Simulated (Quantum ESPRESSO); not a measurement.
Entries from a set of simulations; values are calculated unless marked as measured.

## MnSi15 (Si32 Mn2 d4p50): which magnetic order is lowest

The cell holds 32 atoms: 2 Mn and 30 Si. Its edges and angles: a = 10.862 Å, b = 10.862 Å, c = 5.431 Å, α = 90.0°, β = 90.0°, γ = 90.0°. substitutional dopants on the host's measured lattice, atoms not relaxed.

```
method                  : PBE; plane waves with GBRV 1.5 PBE potentials, no spin-orbit coupling (and 1 further level or step)
program                 : Quantum ESPRESSO 7.5
settings of one run     : GBRV 1.5 PBE, potential files Mn: mn_pbe_v1.5.uspp.F.UPF, Si: si_pbe_v1.uspp.F.UPF, cutoff 544.23 eV, 3×3×5 k-mesh, 107 bands, fermi-dirac occupations, smearing width 0.05 eV, collinear spin, SCF threshold 6.40e-8, mesh matched on, starting moments on Mn, summing to 9 μB
cost                    : 2 runs, 60 min in all on 4 MPI ranks of Intel Xeon at 2.70GHz, shared host (the runs of this entry)
notes                   : The structure was built from a prototype and need not be the compound’s stable phase. The run is spin-polarised, with a total moment of 5.98 μB a cell (absolute 7.48).
lowest state found      : ferromagnetic (from ferro ++)
largest site moment     : 2.82 μB
next state with moments : antiferromagnetic, 96.2 meV a seeded atom higher
```

Only these 2 starts were compared; other wavevectors, canted and longer-period orders were not.

[Logs and program files are shortened in this print: banners, set-up blocks, solver, clock and traceback lines can be left out without a mark of their own.]

[Logs are printed without paths, hosts, clocks, repeated set-up lines and the standing remarks that a program may print on its own settings, such as how far it seeks lower states.]

[Hosts, paths, dates, database ids (printed as entryN), source tags and the programs' standing remarks are cut or masked in the printed files.]

[Where a cell is said to come from a database of computed structures, the database is the Materials Project.]
